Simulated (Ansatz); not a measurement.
# WS2 monolayer (2H): from the cell to its phonons

How does WS2 monolayer (2H) vibrate, and is this structure a minimum?

Method: DFT LDA, scalar-relativistic, plane waves, PAW, in Ansatz 0.2.0.

This is a report of a sequence of runs, with most program output left out.

### Step 1. Set-up

The cell holds 3 atoms: 1 W and 2 S. Cell: a = 3.170 Å, b = 3.170 Å, c = 20.000 Å, α = 90.0°, β = 90.0°, γ = 120.0°. Vacuum lies along c.

### Step 2. Relaxation

Harmonic phonons are second derivatives at a point where the forces vanish, and they are wanted at zero stress, so atoms and cell are relaxed first.

The program solves this slab on a cell height of its own, 30.0 Å, in place of the one typed.

input.yaml reads:

```yaml
crystal:
  lattice:
    - [3.17, 0.0, 0.0]
    - [-1.585, 2.7453, 0.0]
    - [0.0, 0.0, 20.0]
  atoms:
    - { symbol: W, position: [0.333333, 0.666667, 0.5] }
    - { symbol: S, position: [0.666667, 0.333333, 0.5775] }
    - { symbol: S, position: [0.666667, 0.333333, 0.4225] }
  periodic: [true, true, false]
kpoints:
  mp_grid: { grid: [12, 12, 1] }
hamiltonian:
  xc: lda
scf:
  occupations: { method: gaussian, width: 0.02 }
output:
  forces: true
  stress: true
  eigenvalues: true
  write_density: true
  write_potential: true
  elf: true
  volumetric_format: npy
relax:
  adjacent_minimum: "off"
  f_tol: 0.005
  max_steps: 80
  cell: { stress_2d_tol: 0.02 }
```

Run with:

```console
ansatz run input.yaml --threads 8 --pin off --max-ram 14336MiB --backend cpu --events-out ev --progress --plain --runs-dir out
```

Run time: 14 s. Hardware: 8 threads of AMD EPYC 7R43, shared host; peak memory 0.69 GiB; 95 s of CPU time.

The steps of the relaxation:

```
step  energy less that of the first step (eV)  largest force component (eV/Å)  volume (Å³)
   1                                   0.0000                          0.1187       261.08
   2                                  -0.0160                          0.1464       250.59
   3                                  -0.0209                          0.0201       253.90
   4                                  -0.0210                          0.0008       253.79
  5*                                  -0.0207                          0.0007       253.79
```

Relaxation steps marked * repeat the geometry before them on a plane-wave basis chosen anew for their cell, so energy and pressure can jump there.

Forces are held to the 12 operations that the run works with; a distortion that breaks them can't arise in this run.

```
cell as run  before  after  change
      a (Å)   3.170  3.125  -1.4 %
      b (Å)   3.170  3.125  -1.4 %
```

The atoms that moved most (Å, along periodic axes as changes of fractional coordinates times the final cell, across vacuum about the mean position):

```
atom     dx     dy      dz  length
  S2  0.000  0.000   0.011   0.011
  S3  0.000  0.000  -0.011   0.011
```

Final coordinates:

```cif
data_structure
_symmetry_space_group_name_H-M 'P 1'
_symmetry_Int_Tables_number 1
_cell_length_a 3.1254
_cell_length_b 3.1254
_cell_length_c 30.0000
_cell_angle_alpha 90.000
_cell_angle_beta 90.000
_cell_angle_gamma 120.000
_cell_volume 253.79
loop_
_atom_site_label
_atom_site_type_symbol
_atom_site_fract_x
_atom_site_fract_y
_atom_site_fract_z
_atom_site_occupancy
W1 W 0.33333 0.66667 0.33333 1
S2 S 0.66667 0.33333 0.38535 1
S3 S 0.66667 0.33333 0.28132 1
```

Numbers from this step:

* gap on the k-mesh: 1.987 eV
* direct gap on mesh: 1.987 eV
* area per atom: 2.82 Å²

ELF in the ac plane at fractional y = 0.333, with atoms of S within 0.2 Å of it. It is the smooth field of the valence electrons, not physical close to the nuclei.

Ten even steps from '0' (0.00) to '9' (0.85), each cell a mean:
```
0000000000000000
0000000000000000
0000000000000000
0000000000000000
0000000000000000
0000000000000000
0000000000000000
0000000000000000
0000000000000000
0000000000000000
0000000000000000
0000000000000000
0000000001111000
3100024689999875
7421369997546899
3322334555555654
4322345676556666
7411369997667999
2000013567888764
0000000000000000
0000000000000000
0000000000000000
0000000000000000
0000000000000000
```
Columns run along a (3.1 Å), rows up along c (30.0 Å). Atoms in or near the plane, at fractional coordinates: S at (0.67, 0.39), S at (0.67, 0.28).

Valence density in the ac plane at fractional y = 0.333, with atoms of S within 0.2 Å of it. It is the smooth field of the valence electrons, not physical close to the nuclei.

Ten even steps from '0' (0.0 e/Å³) to '9' (1.0 e/Å³), each cell a mean:
```
0000000000000000
0000000000000000
0000000000000000
0000000000000000
0000000000000000
0000000000000000
0000000000000000
0000000000000000
0000000000000000
0000000000000000
0000000000000000
0000000000000000
0000000000000000
0000000011111100
3211124799768985
4556554556666554
4444445677667765
2111124688768874
0000000000000000
0000000000000000
0000000000000000
0000000000000000
0000000000000000
0000000000000000
```
Columns run along a (3.1 Å), rows up along c (30.0 Å). Atoms in or near the plane, at fractional coordinates: S at (0.67, 0.39), S at (0.67, 0.28).

Electrostatic potential energy in the ac plane at fractional y = 0.333, with atoms of S within 0.2 Å of it. With pseudopotentials it is smooth inside the atoms' cores, unlike the true potential.

Ten even steps from '_' (-33 eV) to '@' (0 eV), each cell a mean:
```
@@@@@@@@@@@@@@@@@@@@@@@@@@@@@@@@
@@@@@@@@@@@@@@@@@@@@@@@@@@@@@@@@
@@@@@@@@@@@@@@@@@@@@@@@@@@@@@@@@
@@@@@@@@@@@@@@@@@@@@@@@@@@@@@@@@
@@@@@@@@@@@@@@@@@@@@@@@@@@@@@@@@
@@@@@@@@@@@@@@@@@@@@@@@@@@@@@@@@
@@@@@@@@@@@@@@@@@@@@@@@@@@@@@@@@
@@@@@@@@@@@@@@@@@@@@@@@@@@@@@@@@
@@@@@@@@@@@@@@@@@@@@@@@@@@@@@@@@
@@@@@@@@@@@@@@@@@@@@@@@@@@@@@@@@
@@@@@@@@@@@@@@@@@@@@@@@@@@@@@@@@
@@@@@@@@@@@@@@@@@@@@@@@@@@@@@@@@
@@@@@@@@@@@@@@@@@@@@@@@@@@@@@@@@
@@@@@@@@@@@@@@@@@@@@%%%%@@@@@@@@
##%%@@@@%%%%**::____________..++
**++======++****++++++++++++****
****++++++****++==--------==++**
%%%%@@@@@@%%##==::..........--**
@@@@@@@@@@@@@@@@@@@@@@@@@@@@@@@@
@@@@@@@@@@@@@@@@@@@@@@@@@@@@@@@@
@@@@@@@@@@@@@@@@@@@@@@@@@@@@@@@@
@@@@@@@@@@@@@@@@@@@@@@@@@@@@@@@@
@@@@@@@@@@@@@@@@@@@@@@@@@@@@@@@@
@@@@@@@@@@@@@@@@@@@@@@@@@@@@@@@@
```
Columns run along a (3.1 Å; values clipped at the 3rd and 97th percentile), rows up along c (30.0 Å). Atoms in or near the plane, at fractional coordinates: S at (0.67, 0.39), S at (0.67, 0.28).

### Step 3. Relaxing to small forces for the phonons

Phonons need a cell at rest on their own settings, so the relaxation is repeated with tight tolerances on forces and stress, using the mesh and the filling of the phonon run that follows.

input.yaml, the sections that differ from step 2:

```yaml
crystal:
  lattice:
    - [3.1254156395, 0.0, 0.0]
    - [-1.5627078198, 2.7066893412, 0.0]
    - [0.0, 0.0, 30.0]
  atoms:
    - { symbol: W, position: [0.3333333333, 0.6666666667, 0.3333333333] }
    - { symbol: S, position: [0.6666666667, 0.3333333333, 0.3853515375] }
    - { symbol: S, position: [0.6666666667, 0.3333333333, 0.2813151292] }
  periodic: [true, true, false]
scf:
  occupations: { method: fixed }
relax:
  adjacent_minimum: "off"
  f_tol: 0.001
  max_steps: 60
  cell: { stress_2d_tol: 0.002 }
# kpoints, hamiltonian, output: as in step 2
```

The job ended after 8.7 s (8 threads; peak memory 0.67 GiB; 60 s of CPU time).

Little changed from the start: no atom moved by 0.005 Å and no cell edge by 0.1 %.

Valence density in the ac plane at fractional y = 0.333, with atoms of S within 0.2 Å of it. It is the smooth field of the valence electrons, not physical close to the nuclei.

Values in e/Å³, 24 rows by 16 columns, each cell a mean:
```
0.0 0.0 0.0 0.0 0.0 0.0 0.0 0.0 0.0 0.0 0.0 0.0 0.0 0.0 0.0 0.0
0.0 0.0 0.0 0.0 0.0 0.0 0.0 0.0 0.0 0.0 0.0 0.0 0.0 0.0 0.0 0.0
0.0 0.0 0.0 0.0 0.0 0.0 0.0 0.0 0.0 0.0 0.0 0.0 0.0 0.0 0.0 0.0
0.0 0.0 0.0 0.0 0.0 0.0 0.0 0.0 0.0 0.0 0.0 0.0 0.0 0.0 0.0 0.0
0.0 0.0 0.0 0.0 0.0 0.0 0.0 0.0 0.0 0.0 0.0 0.0 0.0 0.0 0.0 0.0
0.0 0.0 0.0 0.0 0.0 0.0 0.0 0.0 0.0 0.0 0.0 0.0 0.0 0.0 0.0 0.0
0.0 0.0 0.0 0.0 0.0 0.0 0.0 0.0 0.0 0.0 0.0 0.0 0.0 0.0 0.0 0.0
0.0 0.0 0.0 0.0 0.0 0.0 0.0 0.0 0.0 0.0 0.0 0.0 0.0 0.0 0.0 0.0
0.0 0.0 0.0 0.0 0.0 0.0 0.0 0.0 0.0 0.0 0.0 0.0 0.0 0.0 0.0 0.0
0.0 0.0 0.0 0.0 0.0 0.0 0.0 0.0 0.0 0.0 0.0 0.0 0.0 0.0 0.0 0.0
0.0 0.0 0.0 0.0 0.0 0.0 0.0 0.0 0.0 0.0 0.0 0.0 0.0 0.0 0.0 0.0
0.0 0.0 0.0 0.0 0.0 0.0 0.0 0.0 0.0 0.0 0.0 0.0 0.0 0.0 0.0 0.0
0.0 0.0 0.0 0.0 0.0 0.0 0.0 0.0 0.0 0.0 0.0 0.0 0.0 0.0 0.0 0.0
0.0 0.0 0.0 0.0 0.0 0.0 0.1 0.1 0.1 0.2 0.2 0.2 0.2 0.1 0.1 0.1
0.4 0.2 0.2 0.1 0.2 0.3 0.5 0.8 1.0 1.0 0.8 0.7 0.9 1.0 0.9 0.6
0.5 0.5 0.6 0.6 0.6 0.5 0.5 0.5 0.6 0.6 0.6 0.6 0.6 0.6 0.5 0.5
0.5 0.4 0.5 0.5 0.5 0.5 0.5 0.6 0.7 0.7 0.7 0.7 0.7 0.7 0.7 0.5
0.3 0.2 0.1 0.1 0.2 0.2 0.4 0.7 0.9 0.9 0.7 0.7 0.8 0.9 0.8 0.5
0.0 0.0 0.0 0.0 0.0 0.0 0.0 0.0 0.1 0.1 0.1 0.1 0.1 0.1 0.1 0.0
0.0 0.0 0.0 0.0 0.0 0.0 0.0 0.0 0.0 0.0 0.0 0.0 0.0 0.0 0.0 0.0
0.0 0.0 0.0 0.0 0.0 0.0 0.0 0.0 0.0 0.0 0.0 0.0 0.0 0.0 0.0 0.0
0.0 0.0 0.0 0.0 0.0 0.0 0.0 0.0 0.0 0.0 0.0 0.0 0.0 0.0 0.0 0.0
0.0 0.0 0.0 0.0 0.0 0.0 0.0 0.0 0.0 0.0 0.0 0.0 0.0 0.0 0.0 0.0
0.0 0.0 0.0 0.0 0.0 0.0 0.0 0.0 0.0 0.0 0.0 0.0 0.0 0.0 0.0 0.0
```
Columns run along a (3.1 Å), rows up along c (30.0 Å). Atoms in or near the plane, at fractional coordinates: S at (0.67, 0.39), S at (0.67, 0.28).

ELF in the ac plane at fractional y = 0.333, with atoms of S within 0.2 Å of it. It is the smooth field of the valence electrons, not physical close to the nuclei.

Values, 24 rows by 16 columns, each cell a mean:
```
0.00 0.00 0.00 0.00 0.00 0.00 0.00 0.00 0.00 0.00 0.00 0.00 0.00 0.00 0.00 0.00
0.00 0.00 0.00 0.00 0.00 0.00 0.00 0.00 0.00 0.00 0.00 0.00 0.00 0.00 0.00 0.00
0.00 0.00 0.00 0.00 0.00 0.00 0.00 0.00 0.00 0.00 0.00 0.00 0.00 0.00 0.00 0.00
0.00 0.00 0.00 0.00 0.00 0.00 0.00 0.00 0.00 0.00 0.00 0.00 0.00 0.00 0.00 0.00
0.00 0.00 0.00 0.00 0.00 0.00 0.00 0.00 0.00 0.00 0.00 0.00 0.00 0.00 0.00 0.00
0.00 0.00 0.00 0.00 0.00 0.00 0.00 0.00 0.00 0.00 0.00 0.00 0.00 0.00 0.00 0.00
0.00 0.00 0.00 0.00 0.00 0.00 0.00 0.00 0.00 0.00 0.00 0.00 0.00 0.00 0.00 0.00
0.00 0.00 0.00 0.00 0.00 0.00 0.00 0.00 0.00 0.00 0.00 0.00 0.00 0.00 0.00 0.00
0.00 0.00 0.00 0.00 0.00 0.00 0.00 0.00 0.00 0.00 0.00 0.00 0.00 0.00 0.00 0.00
0.00 0.00 0.00 0.00 0.00 0.00 0.00 0.00 0.00 0.00 0.00 0.00 0.00 0.00 0.00 0.00
0.00 0.00 0.00 0.00 0.00 0.00 0.00 0.00 0.00 0.00 0.00 0.00 0.00 0.00 0.00 0.00
0.00 0.00 0.00 0.00 0.00 0.00 0.00 0.00 0.00 0.00 0.00 0.00 0.00 0.00 0.00 0.00
0.01 0.00 0.00 0.00 0.00 0.01 0.02 0.04 0.07 0.10 0.12 0.12 0.11 0.08 0.05 0.02
0.25 0.09 0.03 0.02 0.06 0.19 0.40 0.59 0.70 0.77 0.80 0.80 0.78 0.73 0.63 0.47
0.67 0.39 0.17 0.14 0.30 0.59 0.79 0.84 0.79 0.59 0.43 0.41 0.52 0.74 0.84 0.82
0.33 0.26 0.25 0.25 0.26 0.31 0.40 0.47 0.51 0.49 0.46 0.45 0.48 0.51 0.49 0.42
0.40 0.28 0.22 0.21 0.26 0.37 0.49 0.57 0.60 0.54 0.47 0.45 0.52 0.59 0.59 0.52
0.65 0.35 0.14 0.12 0.26 0.56 0.77 0.84 0.81 0.67 0.55 0.54 0.61 0.78 0.85 0.81
0.18 0.05 0.02 0.01 0.04 0.13 0.30 0.47 0.59 0.66 0.70 0.70 0.68 0.62 0.52 0.36
0.00 0.00 0.00 0.00 0.00 0.00 0.01 0.02 0.03 0.05 0.06 0.07 0.06 0.04 0.02 0.01
0.00 0.00 0.00 0.00 0.00 0.00 0.00 0.00 0.00 0.00 0.00 0.00 0.00 0.00 0.00 0.00
0.00 0.00 0.00 0.00 0.00 0.00 0.00 0.00 0.00 0.00 0.00 0.00 0.00 0.00 0.00 0.00
0.00 0.00 0.00 0.00 0.00 0.00 0.00 0.00 0.00 0.00 0.00 0.00 0.00 0.00 0.00 0.00
0.00 0.00 0.00 0.00 0.00 0.00 0.00 0.00 0.00 0.00 0.00 0.00 0.00 0.00 0.00 0.00
```
Columns run along a (3.1 Å), rows up along c (30.0 Å). Atoms in or near the plane, at fractional coordinates: S at (0.67, 0.39), S at (0.67, 0.28).

Electrostatic potential energy in the ac plane at fractional y = 0.333, with atoms of S within 0.2 Å of it. With pseudopotentials it is smooth inside the atoms' cores, unlike the true potential.

Ten even steps from '_' (-33 eV) to '@' (0 eV), each cell a mean:
```
@@@@@@@@@@@@@@@@@@@@@@@@@@@@@@@@
@@@@@@@@@@@@@@@@@@@@@@@@@@@@@@@@
@@@@@@@@@@@@@@@@@@@@@@@@@@@@@@@@
@@@@@@@@@@@@@@@@@@@@@@@@@@@@@@@@
@@@@@@@@@@@@@@@@@@@@@@@@@@@@@@@@
@@@@@@@@@@@@@@@@@@@@@@@@@@@@@@@@
@@@@@@@@@@@@@@@@@@@@@@@@@@@@@@@@
@@@@@@@@@@@@@@@@@@@@@@@@@@@@@@@@
@@@@@@@@@@@@@@@@@@@@@@@@@@@@@@@@
@@@@@@@@@@@@@@@@@@@@@@@@@@@@@@@@
@@@@@@@@@@@@@@@@@@@@@@@@@@@@@@@@
@@@@@@@@@@@@@@@@@@@@@@@@@@@@@@@@
@@@@@@@@@@@@@@@@@@@@@@@@@@@@@@@@
@@@@@@@@@@@@@@@@@@@@%%%%@@@@@@@@
##%%@@@@%%%%**::____________..++
**++======++****++++++++++++****
****++++++****++==--------==++**
%%%%@@@@@@%%##==::..........--**
@@@@@@@@@@@@@@@@@@@@@@@@@@@@@@@@
@@@@@@@@@@@@@@@@@@@@@@@@@@@@@@@@
@@@@@@@@@@@@@@@@@@@@@@@@@@@@@@@@
@@@@@@@@@@@@@@@@@@@@@@@@@@@@@@@@
@@@@@@@@@@@@@@@@@@@@@@@@@@@@@@@@
@@@@@@@@@@@@@@@@@@@@@@@@@@@@@@@@
```
Columns run along a (3.1 Å; values clipped at the 3rd and 97th percentile), rows up along c (30.0 Å). Atoms in or near the plane, at fractional coordinates: S at (0.67, 0.39), S at (0.67, 0.28).

The largest force component left is 0.048 meV/Å, within the tolerances set.

### Step 4. Modes at Γ

The zone centre comes first: it holds the modes that light can see, as far as symmetry allows. The response to a homogeneous field gives the Born charges and the dielectric tensor, and its change with displacement the Raman tensors.

input.yaml reads:

```yaml
crystal:
  lattice:
    - [3.1253343072, 0.0, 0.0]
    - [-1.5626671536, 2.7066189054, 0.0]
    - [0.0, 0.0, 30.0]
  atoms:
    - { symbol: W, position: [0.3333333333, 0.6666666667, 0.3333333333] }
    - { symbol: S, position: [0.6666666667, 0.3333333333, 0.385351374] }
    - { symbol: S, position: [0.6666666667, 0.3333333333, 0.2813152927] }
  periodic: [true, true, false]
kpoints:
  mp_grid: { grid: [12, 12, 1] }
hamiltonian:
  xc: lda
scf:
  occupations: { method: fixed }
output:
  eigenvalues: true
phonons:
  method: dfpt
  dielectric: true
  raman: true
```

Wall time 3.9 min (8 threads); peak memory 2.7 GiB.

This step gave:

| Quantity | Value |
| --- | --- |
| sum-rule residual before enforcement | 4.78e-4 eV/Å² |
| miss of the charge sum rule | 9.00e-4 e |
| estimated error of the dielectric tensor | 0.009620 |
| estimated error of the Born charges | 0.01497 e |
| point group | -6m2 |
| highest optical mode at the zone centre (no LO-TO term) | 442.8 cm⁻¹ |
| lowest optical zone-centre mode | 299.4 cm⁻¹ |
| largest Born charge (third of the trace) | -0.4935 e |

Without the LO-TO term. Patterns of degenerate modes are one choice out of their space. The modes at Γ (shares of kinetic energy by element, %):

```
mode  frequency (cm⁻¹)  symmetry  W %  S %
   1               0.0  acoustic   74   26
   2               0.0  acoustic   74   26
   3               0.0  acoustic   74   26
   4             299.4       E''    0  100
   5             299.4       E''    0  100
   6             360.8        E'   26   74
   7             360.8        E'   26   74
   8             421.2       A1'    0  100
   9             442.8      A2''   26   74
```

Displacements in mode 5 (299.4 cm⁻¹), the largest set to 1:
```
W1   0.00  0.00  0.00
S2   0.01  1.00  0.00
S3  -0.01 -1.00  0.00
```

Displacements in mode 9 (442.8 cm⁻¹), the largest set to 1:
```
W1   0.00  0.00 -0.35
S2   0.00  0.00  1.00
S3   0.00  0.00  1.00
```

High-frequency dielectric tensor, averaged over the cell of height 30.0 Å or as lengthened by the program, vacuum included. Tensor:

```
       x      y      z
x  3.576      0      0
y      0  3.576      0
z      0      0  1.171
```

Born charge (rows field, columns displacement) (e), principal values of the symmetric part by kind of site:

```
atom  atoms with these values      low   middle     high     mean
  W1                        1  -0.7068  -0.7068  -0.0669  -0.4935
  S2                        2   0.0334   0.3534   0.3534   0.2467
```

In full for W1:

```
-0.7068  0.0000  0.0000
 0.0000 -0.7068  0.0000
 0.0000  0.0000 -0.0669
```

Transverse modes. Infrared lines, with heights relative to the strongest:

```
position (cm⁻¹)  label  relative intensity
            299    E''                 0.0
            361     E'                 100
            421    A1'                 0.0
            443   A2''                 0.5
```

Activity x (w_L - w)^4 (n + 1)/w, 532 nm, 300 K; the tensors are static ones, while 532 nm light lies above the computed direct gap, where resonance would change the heights. Lines of the Raman spectrum (strongest = 100):

```
position (cm⁻¹)  label  relative intensity
            299    E''                 0.0
            361     E'                 100
            421    A1'                  20
            443   A2''                 0.0
```

Before it was imposed, the acoustic sum rule was missed by 4.8e-4 eV/Å² and the charge sum rule by 9.0e-4 e. Small misses are needed for a sound result but don't prove that mesh and cutoff are converged. The lowest optical mode is real, 299 cm⁻¹.

(Continued in part 2 of 2.)

[Logs are printed without paths, hosts, clocks, repeated set-up lines and the standing remarks that a program may print on its own settings, such as how far it seeks lower states.]

[Hosts, paths, dates, database ids (printed as entryN), source tags and the programs' standing remarks are cut or masked in the printed files.]
